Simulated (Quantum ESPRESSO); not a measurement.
# The valence band of WC as photoemission sees it, part 11 of 15

Wanted: projected DOS of WC, weighted into photoemission and X-ray emission spectra, at several levels of theory.

Quantum ESPRESSO 7.5; DFT, PBE, plane waves, ultrasoft GBRV pseudopotentials, scalar-relativistic (the session's first sound run).

So far. Step 9 (With spin–orbit coupling: bands): Of the bands kept, 4 cross the Fermi level on this path (spinor bands, one electron each). Step 10 (With PBEsol: self-consistent run): The run ends at a pressure of -5.47 GPa.

## (12) Projected DOS and spectra

Level of this step: DFT, PBEsol, plane waves, ultrasoft GBRV pseudopotentials, scalar-relativistic (Quantum ESPRESSO).

projwfc.x splits the states by atom and shell, which the spectra need, since each shell has its own cross section.

projwfc.in reads:

```
&projwfc
  prefix = 'pes'
  outdir = './tmp'
  filpdos = 'pes'
  ngauss = 0
  degauss = 0.00735
  DeltaE = 0.05
  Emin = -9.5
  Emax = 32.5
/
```

Command:

```console
$ OMP_NUM_THREADS=1 mpirun -n 4 projwfc.x -nk 4 -in projwfc.in > projwfc.out
```

Log:

```text
[banner, memory and clock lines left out]
Program PROJWFC v.7.5 starts

          URL

     ./tmp/pes.save/

     IMPORTANT: XC functional enforced from input :
     Exchange-correlation= PBESOL
                           (   1   4  10   8   0   0   0)
     Any further DFT definition will be discarded
     Please, verify this is what you really want

     G-vector sticks info

     negative rho (up, down):  6.711E-02 0.000E+00

     Gaussian broadening (read from input): ngauss,degauss=   0    0.007350

     Calling projwave ....

  Problem Sizes
  natomwfc =           17
  nbnd     =           17
  nkstot   =          671
  npwx     =          622
  nkb      =           34

     Atomic states used for projection
     (read from pseudopotential files):

     state #   1: atom   1 (W  ), wfc  1 (l=0 m= 1)
     state #   2: atom   1 (W  ), wfc  2 (l=1 m= 1)
     state #   3: atom   1 (W  ), wfc  2 (l=1 m= 2)
     state #   4: atom   1 (W  ), wfc  2 (l=1 m= 3)
     state #   5: atom   1 (W  ), wfc  3 (l=2 m= 1)
     state #   6: atom   1 (W  ), wfc  3 (l=2 m= 2)
     state #   7: atom   1 (W  ), wfc  3 (l=2 m= 3)
     state #   8: atom   1 (W  ), wfc  3 (l=2 m= 4)
     state #   9: atom   1 (W  ), wfc  3 (l=2 m= 5)
     state #  10: atom   1 (W  ), wfc  4 (l=0 m= 1)
     state #  11: atom   1 (W  ), wfc  5 (l=1 m= 1)
     state #  12: atom   1 (W  ), wfc  5 (l=1 m= 2)
     state #  13: atom   1 (W  ), wfc  5 (l=1 m= 3)
     state #  14: atom   2 (C  ), wfc  1 (l=0 m= 1)
     state #  15: atom   2 (C  ), wfc  2 (l=1 m= 1)
     state #  16: atom   2 (C  ), wfc  2 (l=1 m= 2)
     state #  17: atom   2 (C  ), wfc  2 (l=1 m= 3)

 k =   0.0000000000  0.0000000000  0.0000000000
==== e(   1) =   -53.45787 eV ====
     psi = 0.952*[#   1]+0.040*[#  10]+0.008*[#  14]
    |psi|^2 = 1.000
==== e(   2) =   -17.44307 eV ====
     psi = 0.963*[#   2]+0.020*[#  15]+0.017*[#  11]
    |psi|^2 = 1.000
==== e(   3) =   -17.34018 eV ====
     psi = 0.478*[#   3]+0.478*[#   4]+0.019*[#  12]+0.019*[#  13]+0.002*[#  16]
          +0.002*[#  17]
    |psi|^2 = 1.000
==== e(   4) =   -17.34018 eV ====
     psi = 0.478*[#   3]+0.478*[#   4]+0.019*[#  12]+0.019*[#  13]+0.002*[#  16]
          +0.002*[#  17]
    |psi|^2 = 1.000
==== e(   5) =     6.06575 eV ====
     psi = 0.591*[#  10]+0.358*[#  14]+0.045*[#   1]+0.004*[#   5]
    |psi|^2 = 0.998
==== e(   6) =    16.16521 eV ====
     psi = 0.975*[#   5]+0.016*[#  10]+0.005*[#  14]
    |psi|^2 = 0.997
==== e(   7) =    17.16065 eV ====
     psi = 0.324*[#   8]+0.324*[#   9]+0.175*[#  16]+0.175*[#  17]
    |psi|^2 = 1.000
==== e(   8) =    17.16065 eV ====
     psi = 0.324*[#   8]+0.324*[#   9]+0.175*[#  16]+0.175*[#  17]
    |psi|^2 = 1.000
==== e(   9) =    20.61175 eV ====
     psi = 0.911*[#  15]+0.073*[#  11]+0.010*[#   2]
    |psi|^2 = 0.995
==== e(  10) =    23.72119 eV ====
     psi = 0.499*[#   6]+0.499*[#   7]
    |psi|^2 = 0.998
==== e(  11) =    23.72119 eV ====
     psi = 0.499*[#   6]+0.499*[#   7]
    |psi|^2 = 0.998
==== e(  12) =    26.14177 eV ====
     psi = 0.308*[#  16]+0.308*[#  17]+0.171*[#   8]+0.171*[#   9]+0.012*[#  12]
          +0.012*[#  13]
    |psi|^2 = 0.982
==== e(  13) =    26.14177 eV ====
     psi = 0.308*[#  16]+0.308*[#  17]+0.171*[#   8]+0.171*[#   9]+0.012*[#  12]
          +0.012*[#  13]
    |psi|^2 = 0.982
==== e(  14) =    26.90638 eV ====
     psi = 0.513*[#  14]+0.306*[#  10]+0.011*[#   5]+0.002*[#   1]
    |psi|^2 = 0.833
==== e(  15) =    34.75937 eV ====
     psi = 0.096*[#  14]+0.034*[#  10]+0.008*[#   5]
    |psi|^2 = 0.137
==== e(  16) =    37.14788 eV ====
     psi = 0.200*[#  12]+0.200*[#  13]+0.011*[#  16]+0.011*[#  17]+0.009*[#   3]
          +0.009*[#   4]+0.005*[#   8]+0.005*[#   9]
    |psi|^2 = 0.450
[...]
psi = 0.200*[#  12]+0.200*[#  13]+0.011*[#  16]+0.011*[#  17]+0.009*[#   3]
          +0.009*[#   4]+0.005*[#   8]+0.005*[#   9]
[...]
k =   0.0000000000  0.0000000000  0.0512321089
[...]
psi = 0.938*[#   1]+0.030*[#  10]+0.023*[#  11]+0.007*[#  14]+0.002*[#  15]

[...]
psi = 0.964*[#   2]+0.019*[#  15]+0.012*[#  11]+0.003*[#  10]+0.001*[#  14]

[...]
psi = 0.478*[#   3]+0.478*[#   4]+0.019*[#  12]+0.019*[#  13]+0.002*[#  16]
          +0.002*[#  17]
[...]
psi = 0.478*[#   3]+0.478*[#   4]+0.019*[#  12]+0.019*[#  13]+0.002*[#  16]
          +0.002*[#  17]
[...]
psi = 0.553*[#  10]+0.349*[#  14]+0.047*[#   1]+0.043*[#  11]+0.003*[#   5]
          +0.003*[#  15]
[...]
psi = 0.947*[#   5]+0.020*[#  15]+0.018*[#  10]+0.007*[#  14]+0.003*[#  11]
          +0.001*[#   1]+0.001*[#   2]
[...]
psi = 0.322*[#   8]+0.322*[#   9]+0.176*[#  16]+0.176*[#  17]
[...]
psi = 0.322*[#   8]+0.322*[#   9]+0.176*[#  16]+0.176*[#  17]
[...]
psi = 0.880*[#  15]+0.066*[#  11]+0.028*[#   5]+0.010*[#   2]+0.007*[#  14]
          +0.004*[#  10]
[...]
psi = 0.465*[#   6]+0.465*[#   7]+0.016*[#   8]+0.016*[#   9]+0.015*[#  16]
          +0.015*[#  17]
[...]
psi = 0.465*[#   6]+0.465*[#   7]+0.016*[#   8]+0.016*[#   9]+0.015*[#  16]
          +0.015*[#  17]
[...]
psi = 0.294*[#  16]+0.294*[#  17]+0.156*[#   8]+0.156*[#   9]+0.033*[#   6]
          +0.033*[#   7]+0.010*[#  12]+0.010*[#  13]
[...]
+0.033*[#   7]+0.010*[#  12]+0.010*[#  13]
[...]
+0.003*[#   1]
[...]
+0.002*[#   2]
[...]
+0.009*[#   4]+0.004*[#   8]+0.004*[#   9]
[...]
+0.009*[#   4]+0.004*[#   8]+0.004*[#   9]
[...]
k =   0.0000000000  0.0000000000  0.1024642177
[...]
+0.002*[#   5]
[...]
+0.002*[#  17]
[...]
+0.002*[#  17]
[...]
+0.004*[#   2]+0.002*[#   5]
[...]
+0.004*[#   2]+0.001*[#   1]
[...]
+0.004*[#   7]
[...]
+0.035*[#  17]+0.002*[#  12]+0.002*[#  13]
[...]
+0.035*[#  17]+0.002*[#  12]+0.002*[#  13]
[...]
+0.080*[#   7]+0.007*[#  12]+0.007*[#  13]
[...]
+0.080*[#   7]+0.007*[#  12]+0.007*[#  13]
[...]
+0.004*[#   1]+0.004*[#   2]
[...]
+0.005*[#  17]+0.002*[#   8]+0.002*[#   9]
[...]
k =   0.0000000000  0.0481125224  0.1024642177
[...]
+0.013*[#  13]+0.009*[#  15]+0.004*[#   2]+0.002*[#   5]
[...]
+0.004*[#   2]+0.002*[#  16]+0.002*[#  17]+0.002*[#   8]+0.002*[#   9]
[...]
+0.004*[#   6]+0.004*[#   7]+0.004*[#   5]+0.003*[#  10]+0.001*[#  15]

[...]
+0.019*[#  14]+0.010*[#  10]+0.007*[#   2]+0.005*[#   8]+0.005*[#   9]

[...]
+0.037*[#  16]+0.037*[#  17]+0.006*[#   5]+0.005*[#  11]+0.002*[#  14]
[...]
+0.082*[#   7]+0.024*[#  14]+0.007*[#  10]+0.005*[#  12]+0.005*[#  13]

[...]
+0.012*[#  17]+0.010*[#  12]+0.010*[#  13]+0.008*[#   5]+0.004*[#   1]
[...]
+0.002*[#   5]+0.002*[#  15]+0.002*[#   8]+0.002*[#   9]
[...]
k =   0.0000000000  0.0481125224  0.1536963266
[...]
k =   0.0000000000  0.0481125224  0.2049284355
[...]
+0.012*[#   2]+0.003*[#   1]+0.002*[#   6]+0.002*[#   7]
[...]
+0.009*[#  17]+0.001*[#   2]+0.001*[#  12]+0.001*[#  13]
[...]
+0.021*[#   2]+0.005*[#  12]+0.005*[#  13]+0.001*[#   5]
[...]
+0.015*[#   2]+0.005*[#   1]+0.003*[#   6]+0.003*[#   7]
[...]
+0.016*[#  13]+0.015*[#  14]+0.006*[#   5]+0.004*[#   2]
[...]
+0.017*[#   2]+0.008*[#   1]+0.003*[#   6]+0.003*[#   7]
[...]
+0.017*[#   2]+0.013*[#   1]+0.003*[#   6]+0.003*[#   7]
[...]
+0.117*[#   7]+0.003*[#  11]+0.001*[#   5]+0.001*[#  10]
[...]
+0.013*[#  17]+0.013*[#   5]+0.003*[#  15]+0.002*[#  10]
[...]
+0.002*[#   6]+0.002*[#   7]+0.001*[#  16]+0.001*[#  17]
[...]
psi = 0.929*[#   2]+0.053*[#  11]+0.015*[#  14]
[...]
+0.013*[#   1]+0.010*[#   5]+0.003*[#   6]+0.003*[#   7]
[...]
+0.031*[#  11]+0.008*[#   2]+0.002*[#  12]+0.002*[#  13]
[...]
psi = 0.927*[#   2]+0.057*[#  11]+0.015*[#  14]
[...]
psi = 0.470*[#   3]+0.470*[#   4]+0.029*[#  12]+0.029*[#  13]
[...]
psi = 0.469*[#   3]+0.469*[#   4]+0.031*[#  12]+0.031*[#  13]
[...]
psi = 0.285*[#   6]+0.285*[#   7]+0.213*[#  16]+0.213*[#  17]
[...]
psi = 0.498*[#   8]+0.498*[#   9]
[...]
psi = 0.273*[#  16]+0.273*[#  17]+0.206*[#   6]+0.206*[#   7]
[...]
psi = 0.016*[#  14]+0.015*[#  11]
[...]
psi = 0.963*[#   2]+0.019*[#  15]+0.018*[#  11]
[...]
psi = 0.499*[#   6]+0.499*[#   7]
[...]
psi = 0.413*[#   6]+0.413*[#   7]+0.153*[#  15]+0.017*[#  11]
[...]
k =   0.0000000000  0.0962250449  0.3073926532
[...]
psi = 0.474*[#   3]+0.474*[#   4]+0.025*[#  12]+0.025*[#  13]
[...]
k =   0.0000000000  0.0962250449  0.3586247620
[...]
psi = 0.472*[#   3]+0.472*[#   4]+0.027*[#  12]+0.027*[#  13]
[...]
k =   0.0000000000  0.0962250449  0.4098568709
[...]
psi = 0.471*[#   3]+0.471*[#   4]+0.028*[#  12]+0.028*[#  13]
[...]
psi = 0.637*[#   5]+0.272*[#  15]+0.015*[#  14]+0.014*[#  10]+
[... cut ...]
[...]
k =   0.2916666667  0.5051814856  0.2561605443
[...]
k =   0.2916666667  0.5051814856  0.3073926532
[...]
+0.006*[#   7]+0.002*[#  14]
[...]
+0.025*[#   5]+0.001*[#  10]
[...]
k =   0.2916666667  0.5051814856  0.3586247620
[...]
+0.004*[#   9]+0.003*[#  14]+0.001*[#  16]+0.001*[#  17]
[...]
+0.002*[#   4]+0.002*[#  11]+0.001*[#  10]
[...]
+0.002*[#  10]+0.002*[#  16]+0.002*[#  17]
[...]
+0.003*[#   3]+0.003*[#   4]+0.002*[#  11]
[...]
+0.011*[#  17]+0.009*[#  10]+0.002*[#   5]+0.002*[#  14]
[...]
+0.006*[#  11]+0.005*[#  10]+0.003*[#   3]+0.003*[#   4]
[...]
+0.002*[#   7]
[...]
+0.010*[#  17]
[...]
+0.020*[#  10]
[...]
+0.009*[#  10]
[...]
+0.003*[#  13]+0.002*[#   8]+0.002*[#   9]+0.001*[#  14]
[...]
+0.003*[#   3]+0.003*[#   4]
[...]
+0.001*[#   8]+0.001*[#   9]+0.001*[#  15]
[...]
+0.011*[#  13]+0.009*[#   2]+0.008*[#  14]+0.005*[#  15]
[...]
k =   0.2916666667  0.5051814856  0.4098568709
[...]
+0.001*[#  15]
[...]
+0.002*[#   4]
[...]
+0.003*[#   2]+0.001*[#  14]
[...]
+0.003*[#  12]+0.003*[#  13]+0.001*[#  16]+0.001*[#  17]
[...]
+0.002*[#   3]+0.002*[#   4]+0.001*[#  10]
[...]
+0.001*[#   3]+0.001*[#   4]+0.001*[#  11]
[...]
+0.004*[#  16]+0.004*[#  17]+0.004*[#   5]
[...]
+0.003*[#  14]+0.003*[#  12]+0.003*[#  13]
[...]
+0.006*[#   6]+0.006*[#   7]+0.003*[#   3]+0.003*[#   4]+0.001*[#   2]

[...]
+0.015*[#   9]+0.015*[#  15]+0.004*[#  12]+0.004*[#  13]
[...]
+0.029*[#  15]+0.017*[#  12]+0.017*[#  13]+0.005*[#  16]+0.005*[#  17]
          +0.003*[#   5]+0.001*[#  10]
[...]
psi = 0.197*[#  15]+0.178*[#   8]+0.178*[#   9]+0.101*[#   6]+0.101*[#   7]
          +0.087*[#  14]+0.044*[#  12]+0.044*[#  13]+0.020*[#  10]+0.018*[#  16]
          +0.018*[#  17]
[...]
psi = 0.193*[#  16]+0.193*[#  17]+0.154*[#   6]+0.154*[#   7]+0.068*[#  15]
          +0.055*[#  12]+0.055*[#  13]+0.050*[#   8]+0.050*[#   9]+0.008*[#  10]
          +0.004*[#  14]+0.002*[#  11]
[...]
psi = 0.775*[#  10]+0.033*[#   5]+0.032*[#   1]+0.028*[#  16]+0.028*[#  17]
          +0.011*[#  15]+0.005*[#  12]+0.005*[#  13]+0.004*[#   8]+0.004*[#   9]
          +0.003*[#   6]+0.003*[#   7]+0.003*[#  11]+0.001*[#  14]
    |psi|^2 = 0.934
==== e(  15) =    33.02593 eV ====
     psi = 0.311*[#  12]+0.311*[#  13]+0.063*[#  16]+0.063*[#  17]+0.043*[#   8]
          +0.043*[#   9]+0.036*[#  15]+0.035*[#   6]+0.035*[#   7]+0.004*[#  14]
          +0.003*[#   3]+0.003*[#   4]
    |psi|^2 = 0.951
==== e(  16) =    34.56335 eV ====
     psi = 0.023*[#  11]+0.012*[#  10]+0.006*[#  12]+0.006*[#  13]+0.006*[#   6]
          +0.006*[#   7]+0.004*[#   5]+0.004*[#  16]+0.004*[#  17]+0.004*[#  14]

    |psi|^2 = 0.079
==== e(  17) =    37.08141 eV ====
     psi = 0.677*[#  11]+0.058*[#  16]+0.058*[#  17]+0.009*[#   5]+0.009*[#   2]
          +0.003*[#  14]+0.002*[#   6]+0.002*[#   7]+0.002*[#  15]+0.001*[#  12]
          +0.001*[#  13]
    |psi|^2 = 0.823

 k =   0.2916666667  0.5051814856  0.4610889798
==== e(   1) =   -53.35506 eV ====
     psi = 0.965*[#   1]+0.031*[#  10]+0.001*[#  15]
    |psi|^2 = 1.000
==== e(   2) =   -17.98443 eV ====
     psi = 0.960*[#   2]+0.019*[#  16]+0.019*[#  17]
    |psi|^2 = 1.000
==== e(   3) =   -17.89257 eV ====
     psi = 0.481*[#   3]+0.481*[#   4]+0.028*[#  15]+0.003*[#   8]+0.003*[#   9]

    |psi|^2 = 1.000
==== e(   4) =   -17.70889 eV ====
     psi = 0.487*[#   3]+0.487*[#   4]+0.008*[#  15]+0.005*[#   8]+0.005*[#   9]
          +0.003*[#  12]+0.003*[#  13]
    |psi|^2 = 1.000
==== e(   5) =     9.58291 eV ====
     psi = 0.53
```

Run time: 2.5 s. Hardware: 4 MPI ranks of Intel Xeon at 2.60GHz (Ice Lake), shared host; 10 s of CPU time.

Numbers from this step:

| Item | Value |
| --- | --- |
| share of occupied states in no projected shell | 0.0017 of the occupied states in the window |
| DOS at the Fermi level | 0.2802 states/eV/cell |

Maxima picked by a test of local sharpness, so broad peaks and shoulders can be missing; peaks within 0.45 eV of a curve's cut are left out. Valence peaks, by row:

```csv
photon energy (eV),binding energy (eV),height (% of the maximum within 13 eV),main shell,its share (%)
21.2,6.445,64.14,W 5d,52.66
21.2,4.045,80.13,W 5d,56.21
21.2,2.745,100,W 5d,55.89
21.2,1.495,98.49,W 5d,77.14
60,10.99,49.82,C 2s,58.2
60,6.445,62.89,W 5d,57.57
60,4.045,78.48,W 5d,61.49
60,2.745,96.46,W 5d,62.06
60,1.495,100,W 5d,81.37
250,10.99,100,C 2s,95.73
250,6.445,26,C 2p,48.26
250,4.045,27.49,C 2p,52.81
250,3.095,29.15,C 2p,61.43
250,1.495,21.27,C 2p,43.29
1487,10.99,35.74,W 5d,65.45
1487,6.445,46.59,W 5d,93.88
1487,3.095,74.12,W 5d,97.54
1487,1.495,100,W 5d,98.3
9252,11.04,35.63,W 5d,62.65
9252,6.445,50.86,W 5d,82.48
9252,4.045,60.99,W 5d,91.68
9252,3.095,74.24,W 5d,93.4
9252,1.495,100,W 5d,94.29
```

Spectra as before, but with a recipe of its own (widths, and in some runs the light), which changes peak heights and what is resolved: Gaussian 0.15 eV, Lorentzian 0.05 eV plus 0.08 times the binding energy, linear light, analyser at 0°, Fermi edge at 77 K; some photon energies differ too.

Side by side:

| quantity | this run | base run | difference |
| --- | --- | --- | --- |
| DOS at the Fermi level (states/eV/cell) | 0.2802 | 0.2737 | 0.00650 |

(Part 11 of 15 ends here.)

[Logs are printed without paths, hosts, clocks, repeated set-up lines and the standing remarks that a program may print on its own settings, such as how far it seeks lower states.]

[Hosts, paths, dates, database ids (printed as entryN), source tags and the programs' standing remarks are cut or masked in the printed files.]

[Maps of the electrostatic potential energy from Ansatz leave out the sawtooth potential of an applied field or a dipole correction, so their vacuum need not be flat; work functions include it.]

[Peak lists hold at most the 14 tallest peaks of each spectrum; further lines can be left out.]
